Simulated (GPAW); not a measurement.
# Magnetic state of MnGe15 (Ge32 Mn2 d4p00) from several starts, part 2 of 2

Does MnGe15 (Ge32 Mn2 d4p00) prefer parallel or opposed moments, or none?

GPAW 26.7.0; PBE with U = 4 eV on Mn d; plane waves with GPAW's PAW setups, scalar-relativistic.

So far. Step 2 (Order 1, typed as ferro ++): After 34 cycles the largest moment stands at 4.15 μB.

### 3. Run 2 (antiferro +-)

An opposed order shows whether the pairs that it reverses prefer unlike signs.

Contents of order2.py:

```python
import json
import numpy as np
from ase import Atoms
from ase.parallel import paropen, parprint
from gpaw import GPAW

atoms = Atoms(['Mn', 'Ge', 'Mn', 'Ge', 'Ge', 'Ge', 'Ge', 'Ge', 'Ge', 'Ge', 'Ge', 'Ge', 'Ge', 'Ge', 'Ge', 'Ge', 'Ge', 'Ge', 'Ge', 'Ge', 'Ge', 'Ge', 'Ge', 'Ge', 'Ge', 'Ge', 'Ge', 'Ge', 'Ge', 'Ge', 'Ge', 'Ge'],
    cell=[[11.316, 0.0, 0.0],
         [0.0, 11.316, 0.0],
         [0.0, 0.0, 5.658]],
    scaled_positions=[[0.0, 0.0, 0.0],
         [0.125, 0.125, 0.25],
         [0.0, 0.25, 0.5],
         [0.125, 0.375, 0.75],
         [0.25, 0.0, 0.5],
         [0.375, 0.125, 0.75],
         [0.25, 0.25, 0.0],
         [0.375, 0.375, 0.25],
         [0.0, 0.5, 0.0],
         [0.125, 0.625, 0.25],
         [0.0, 0.75, 0.5],
         [0.125, 0.875, 0.75],
         [0.25, 0.5, 0.5],
         [0.375, 0.625, 0.75],
         [0.25, 0.75, 0.0],
         [0.375, 0.875, 0.25],
         [0.5, 0.0, 0.0],
         [0.625, 0.125, 0.25],
         [0.5, 0.25, 0.5],
         [0.625, 0.375, 0.75],
         [0.75, 0.0, 0.5],
         [0.875, 0.125, 0.75],
         [0.75, 0.25, 0.0],
         [0.875, 0.375, 0.25],
         [0.5, 0.5, 0.0],
         [0.625, 0.625, 0.25],
         [0.5, 0.75, 0.5],
         [0.625, 0.875, 0.75],
         [0.75, 0.5, 0.5],
         [0.875, 0.625, 0.75],
         [0.75, 0.75, 0.0],
         [0.875, 0.875, 0.25]],
    pbc=True,
    magmoms=[4.5, 0.0, -4.5, 0.0, 0.0, 0.0, 0.0, 0.0, 0.0, 0.0, 0.0, 0.0, 0.0, 0.0, 0.0, 0.0, 0.0, 0.0, 0.0, 0.0, 0.0, 0.0, 0.0, 0.0, 0.0, 0.0, 0.0, 0.0, 0.0, 0.0, 0.0, 0.0])
atoms.calc = GPAW(mode={'name': 'pw', 'ecut': 450},
    xc='PBE',
    kpts={'size': (3, 3, 5), 'gamma': True},
    occupations={'name': 'fermi-dirac', 'width': 0.05},
    convergence={'density': 1e-05, 'energy': 1e-05},
    maxiter=200,
    mixer={'name': 'pulay', 'beta': 0.05, 'nmaxold': 6, 'weight': 50},
    setups={'Mn': ':d,4.0'},
    symmetry={'tolerance': 1e-4},
    txt='order2.txt')
e = atoms.get_potential_energy(force_consistent=True)
res = {'free_energy': e, 'energy_sigma0': atoms.get_potential_energy(), 'fermi_energy': atoms.calc.get_fermi_level()}
res['moments'] = atoms.get_magnetic_moments().tolist()
res['total'] = atoms.get_magnetic_moment()
parprint('site moments (muB):', np.round(res['moments'], 3))
parprint(f"total moment: {res['total']:.3f} muB")
parprint(f'free energy: {e:.6f} eV')
atoms.calc.write('order2.gpw')
with paropen('results.json', 'w') as f:
    json.dump(res, f)
```

Started as:

```console
OMP_NUM_THREADS=1 mpirun -n 4 gpaw python order2.py > order2.log
```

Numbers of over 12 decimals in the logs are rounded to 6 here.

What it wrote:

```text
site moments (muB): [ 4.203e+00  0.000e+00 -4.203e+00  5.400e-02  0.000e+00 -0.000e+00
 -0.000e+00  1.000e-03 -1.000e-03  0.000e+00  1.000e-03 -5.400e-02
 -1.000e-03  0.000e+00  1.000e-03 -1.000e-03 -2.000e-03 -0.000e+00
  2.000e-03  1.000e-03  0.000e+00  0.000e+00 -0.000e+00  5.400e-02
 -3.000e-03  0.000e+00  3.000e-03 -1.000e-03 -1.000e-03  0.000e+00
  1.000e-03 -5.400e-02]
total moment: 0.000 muB
free energy: -147.955876 eV

--- order2.txt ---
Input parameters:
  mode=PW(ecut=450),
  convergence={'density': 1e-05, 'energy': 1e-05},
  kpts=MonkhorstPack(size=(3, 3, 5), gamma=True),
  maxiter=200,
  mixer=Pulay(name='pulay', nmaxold=6, beta=0.05, weight=50, sigma=0.015, g_ss=None),
  occupations=Occupations(name='fermi-dirac', width=0.05),
  setups={'Mn': ':d,4.0'},
  symmetry=Symmetry(tolerance=0.0001),
  xc=XC(name='PBE')

Diagonalizing LCAO Hamiltonian
Converting LCAO to pw mode
        .---------------------------.
       /|                           |
      / |                           |
     /  |  Ge            Ge         |
    /   |       Ge            Ge    |
   /  Ge|           Ge              |
  /    Ge         Ge Ge         Ge  |
 *      .--Ge------------Ge---------.
 |     / Ge Ge         Ge Ge       /
 | Mn /      Ge  Ge        Ge     /
 |   Ge Ge    Ge   Ge Ge    Ge   /
 |  /Ge            Ge           /
 | /      Ge            Ge     /
 |/                           /
 Mn------------Ge------------*

Atoms  # Å, Bohr magnetons
|    | symbol |        x |        y |        z |    initial magnetic moments |
|----|--------|----------|----------|----------|-----------------------------|
|  0 |     Mn | 0.000000 | 0.000000 | 0.000000 | ( 0.0000,  0.0000,  4.5000) |
|  1 |     Ge | 1.414500 | 1.414500 | 1.414500 | ( 0.0000,  0.0000,  0.0000) |
|  2 |     Mn | 0.000000 | 2.829000 | 2.829000 | ( 0.0000,  0.0000, -4.5000) |
|  3 |     Ge | 1.414500 | 4.243500 | 4.243500 | ( 0.0000,  0.0000,  0.0000) |
|  4 |     Ge | 2.829000 | 0.000000 | 2.829000 | ( 0.0000,  0.0000,  0.0000) |
|  5 |     Ge | 4.243500 | 1.414500 | 4.243500 | ( 0.0000,  0.0000,  0.0000) |
|  6 |     Ge | 2.829000 | 2.829000 | 0.000000 | ( 0.0000,  0.0000,  0.0000) |
|  7 |     Ge | 4.243500 | 4.243500 | 1.414500 | ( 0.0000,  0.0000,  0.0000) |
|  8 |     Ge | 0.000000 | 5.658000 | 0.000000 | ( 0.0000,  0.0000,  0.0000) |
|  9 |     Ge | 1.414500 | 7.072500 | 1.414500 | ( 0.0000,  0.0000,  0.0000) |
| 10 |     Ge | 0.000000 | 8.487000 | 2.829000 | ( 0.0000,  0.0000,  0.0000) |
| 11 |     Ge | 1.414500 | 9.901500 | 4.243500 | ( 0.0000,  0.0000,  0.0000) |
| 12 |     Ge | 2.829000 | 5.658000 | 2.829000 | ( 0.0000,  0.0000,  0.0000) |
| 13 |     Ge | 4.243500 | 7.072500 | 4.243500 | ( 0.0000,  0.0000,  0.0000) |
[...]
| 24 |     Ge | 5.658000 | 5.658000 | 0.000000 | ( 0.0000,  0.0000,  0.0000) |
| 25 |     Ge | 7.072500 | 7.072500 | 1.414500 | ( 0.0000,  0.0000,  0.0000) |
| 26 |     Ge | 5.658000 | 8.487000 | 2.829000 | ( 0.0000,  0.0000,  0.0000) |
| 27 |     Ge | 7.072500 | 9.901500 | 4.243500 | ( 0.0000,  0.0000,  0.0000) |
| 28 |     Ge | 8.487000 | 5.658000 | 2.829000 | ( 0.0000,  0.0000,  0.0000) |
| 29 |     Ge | 9.901500 | 7.072500 | 4.243500 | ( 0.0000,  0.0000,  0.0000) |
| 30 |     Ge | 8.487000 | 8.487000 | 0.000000 | ( 0.0000,  0.0000,  0.0000) |
| 31 |     Ge | 9.901500 | 9.901500 | 1.414500 | ( 0.0000,  0.0000,  0.0000) |

Unit cell  # Å
| periodic |         x |         y |        z |   lengths |    angles |
|----------|-----------|-----------|----------|-----------|-----------|
|      yes | 11.316000 |  0.000000 | 0.000000 | 11.316000 | 90.000000 |
|      yes |  0.000000 | 11.316000 | 0.000000 | 11.316000 | 90.000000 |
|      yes |  0.000000 |  0.000000 | 5.658000 |  5.658000 | 90.000000 |

Number of symmetries: 2

BZ-sampling:
  Number of BZ points: 45
  Number of IBZ points: 16

  Monkhorst-Pack size: [3, 3, 5]
  Monkhorst-Pack shift: [0, 0, 0]

Plane wave coefficients: 15740
Cutoff: 450.000000 eV

Spin-components: 2 (collinear spins)
Bands:           94
Projectors:      162
Spin-degeneracy: 1
Datatype:        complex128

Parallelization:
  kpt:    4
  domain: 1
  band:   1

Density:
  Valence electrons: 150.0
  Components: 2
  Grid points: [56 56 28]
  Charge: 0.0  # |e|

Potential:
  Grid points: [56 56 28]

[... setups left out ...]
Reference energy: -1775957.311721  # eV

eigensolver:
  PPCG
  Converge bands: occupied
  niter=2

density mixing:
  Pulay-Mixer
  Linear mixing parameters: 0.05
  Old densities: 6
  Fourier metric: weight=50, sigma=0.015

occupation numbers:
  Fermi-Dirac:
    width: 0.0500  # eV

poisson solver:
  ecut: 3600.000000  # eV

xc functional:
  name: PBE with 2 nearest neighbor stencil

convergence criteria:
- Maximum integral of absolute [dens]ity change: 1e-05 electrons / valence electron
- Maximum [total energy] change in last 3 cyles: 1e-05 eV / valence electron
- Maximum integral of absolute [eigenst]ate change: 4e-08 eV^2 / valence electron
maximum number of iterations: 200

SCF iterations
|iter     |      energy | eigst |  dens |  magmom |
|---------|-------------|-------|-------|---------|
|iter:   1|       0s | -148.367297 | +0.06 |       |  +0.0000|
|iter:   2|      31s | -148.230227 | -1.44 | -0.95 |  -0.0000|
|iter:   3|      62s | -148.057478 | -2.08 | -0.98 |  -0.0000|
|iter:   4|      93s | -147.989174 | -1.58 | -1.04 |  -0.0000|
|iter:   5|     124s | -147.971708 | -2.86 | -1.56 |  -0.0000|
|iter:   6|     155s | -147.967257 | -1.86 | -1.61 |  +0.0000|
|iter:   7|     186s | -147.939569 | -3.11 | -2.01 |  -0.0000|
|iter:   8|     217s | -147.926025 | -2.73 | -2.06 |  +0.0000|
|iter:   9|     249s | -147.924545 | -3.99 | -2.27 |  -0.0000|
|iter:  10|     280s | -147.925272c| -3.87 | -2.31 |  -0.0000|
[... 14 iterations left out ...]
|iter:  25|     736s | -147.926709c| -7.56c| -4.25 |  +0.0000|
|iter:  26|     751s | -147.926711c| -7.62c| -4.36 |  -0.0000|
|iter:  27|     767s | -147.926711c| -7.95c| -4.53 |  +0.0000|
|iter:  28|     782s | -147.926712c| -7.83c| -4.56 |  +0.0000|
|iter:  29|     798s | -147.926712c| -7.89c| -4.74 |  -0.0000|
|iter:  30|     814s | -147.926712c| -8.65c| -4.77 |  +0.0000|
|iter:  31|     829s | -147.926712c| -8.66c| -4.77 |  +0.0000|
|iter:  32|     845s | -147.926713c| -8.51c| -4.80 |  +0.0000|
|iter:  33|     860s | -147.926713c| -8.59c| -4.94 |  +0.0000|
|iter:  34|     875s | -147.926714c| -8.38c| -5.04c|  +0.0000|

Converged in 34 steps
Energy contributions relative to reference atoms: (reference = -1775957.311721)

Energy contributions:
  Kinetic:         441.890641
  Coulomb:        -391.582416
  Zero:              0.331060
  External:          0.000000
  Xc:             -198.536838
  Entropy:          -0.058324
  Spinorbit:         0.000000
  ----------------------------
  Free energy:    -147.955876
  Extrapolated:   -147.926714

dipole moment: (-124.329221, -135.783709, -141.755808)  # |e|*Ang

Total magnetic moment: (0.000000, 0.000000, 0.000000)

Local magnetic moments
|        x |        y |         z |
|----------|----------|-----------|
| 0.000000 | 0.000000 |  4.203042 |  # Mn   0
| 0.000000 | 0.000000 |  0.000000 |  # Ge   1
| 0.000000 | 0.000000 | -4.203042 |  # Mn   2
| 0.000000 | 0.000000 |  0.054332 |  # Ge   3
| 0.000000 | 0.000000 |  0.000275 |  # Ge   4
| 0.000000 | 0.000000 | -0.000000 |  # Ge   5
| 0.000000 | 0.000000 | -0.000275 |  # Ge   6
| 0.000000 | 0.000000 |  0.000732 |  # Ge   7
| 0.000000 | 0.000000 | -0.000563 |  # Ge   8
| 0.000000 | 0.000000 |  0.000000 |  # Ge   9
| 0.000000 | 0.000000 |  0.000563 |  # Ge  10
| 0.000000 | 0.000000 | -0.054332 |  # Ge  11
[...]
| 0.000000 | 0.000000 | -0.003122 |  # Ge  24
| 0.000000 | 0.000000 |  0.000000 |  # Ge  25
| 0.000000 | 0.000000 |  0.003122 |  # Ge  26
| 0.000000 | 0.000000 | -0.000732 |  # Ge  27
| 0.000000 | 0.000000 | -0.001161 |  # Ge  28
| 0.000000 | 0.000000 |  0.000000 |  # Ge  29
| 0.000000 | 0.000000 |  0.001161 |  # Ge  30
| 0.000000 | 0.000000 | -0.054332 |  # Ge  31

Fermi level: 5.496
Eigenvalues  # (at kpt = [0.000, 0.000, 0.000])
| band index |      eig [eV] | occ [0-1] |      eig [eV] | occ [0-1] |
|------------|---------------|-----------|---------------|-----------|
|          0 |       -76.136 |     1.000 |       -76.136 |     1.000 |
|        ... |               |           |               |           |
|         66 |         4.045 |     1.000 |         4.045 |     1.000 |
|         67 |         4.104 |     1.000 |         4.104 |     1.000 |
|         68 |         4.340 |     1.000 |         4.340 |     1.000 |
|         69 |         4.505 |     1.000 |         4.505 |     1.000 |
|         70 |         4.713 |     1.000 |         4.713 |     1.000 |
|         71 |         4.741 |     1.000 |         4.741 |     1.000 |
|         72 |         4.891 |     1.000 |         4.891 |     1.000 |
|         73 |         5.094 |     1.000 |         5.094 |     1.000 |
|         74 |         6.017 |     0.000 |         6.017 |     0.000 |
|         75 |         6.045 |     0.000 |         6.045 |     0.000 |
|         76 |         6.131 |     0.000 |         6.131 |     0.000 |
|         77 |         6.341 |     0.000 |         6.341 |     0.000 |
|         78 |         6.475 |     0.000 |         6.475 |     0.000 |
|         79 |         6.644 |     0.000 |         6.644 |     0.000 |
|         80 |         6.668 |     0.000 |         6.668 |     0.000 |
|         81 |         6.730 |     0.000 |         6.730 |     0.000 |
|        ... |               |           |               |           |
|         93 |         8.285 |     0.000 |         8.285 |     0.000 |

No gap
No difference between direct/indirect transitions
```

It took 15 min on 4 MPI ranks of Arm Neoverse V1, shared host; peak memory 2.6 GiB; 62 min of CPU time.

Spin moment in the augmentation sphere by element, in μB:

```csv
element,atoms,mean,spread (r.m.s.),least,largest
Mn,2,0.00,4.20,-4.20,4.20
Ge,30,0.00,0.02,-0.05,0.05
```

The atoms farthest from the mean of their element:

```csv
atom,"x, y, z (Å)",spin moment in the augmentation sphere (μB)
Mn1,"0.00, 0.00, 0.00",4.20
Mn3,"0.00, 2.83, 2.83",-4.20
Ge24,"9.90, 4.24, 1.41",0.05
Ge12,"1.41, 9.90, 4.24",-0.05
Ge32,"9.90, 9.90, 1.41",-0.05
Ge4,"1.41, 4.24, 4.24",0.05
Ge25,"5.66, 5.66, 0.00",0.00
Ge27,"5.66, 8.49, 2.83",0.00
```

Numbers from this step:

| Quantity | Value |
| --- | --- |
| magnetization | 0 μB |
| final state | antiferromagnetic |

It lies 72.6 meV a seeded atom over the first start, and its largest moment is 4.20 μB against 4.15 μB.

### 4. The states side by side

These are free energies at a smearing of 0.05 eV, so its entropy term is in the differences. They are divided by the number of seeded atoms, so that cells of unlike size compare.

Orders:

```csv
start,final state,typed order kept,energy over the lowest (meV a seeded atom),largest site moment (μB),net moment (μB a primitive cell),mesh matched,CPU time (s)
ferro ++,ferromagnetic,yes,0,4.146,7.674,yes,4090
antiferro +-,antiferromagnetic,yes,72.57,4.203,0,yes,3704
```

### 5. What came out

| Quantity | Value |
| --- | --- |
| lowest state found | ferromagnetic (typed ferro ++) |
| largest site moment | 4.15 μB |
| next state | antiferromagnetic, 72.6 meV a seeded atom higher |

In words: The lowest state found is ferromagnetic, reached from the start ferro ++, with moments up to 4.15 μB. The next state costs 73 meV a seeded atom. Only 2 starts are shown; other collinear patterns, canted and longer-period orders are not. The net moment is no whole number, as in a metal, where a U can create or inflate moments that the crystal lacks.

[Logs and program files are shortened in this print: banners, set-up blocks, solver, clock and traceback lines can be left out without a mark of their own.]

[Logs are printed without paths, hosts, clocks, repeated set-up lines and the standing remarks that a program may print on its own settings, such as how far it seeks lower states.]

[Hosts, paths, dates, database ids (printed as entryN), source tags and the programs' standing remarks are cut or masked in the printed files.]

[Where a cell is said to come from a database of computed structures, the database is the Materials Project.]
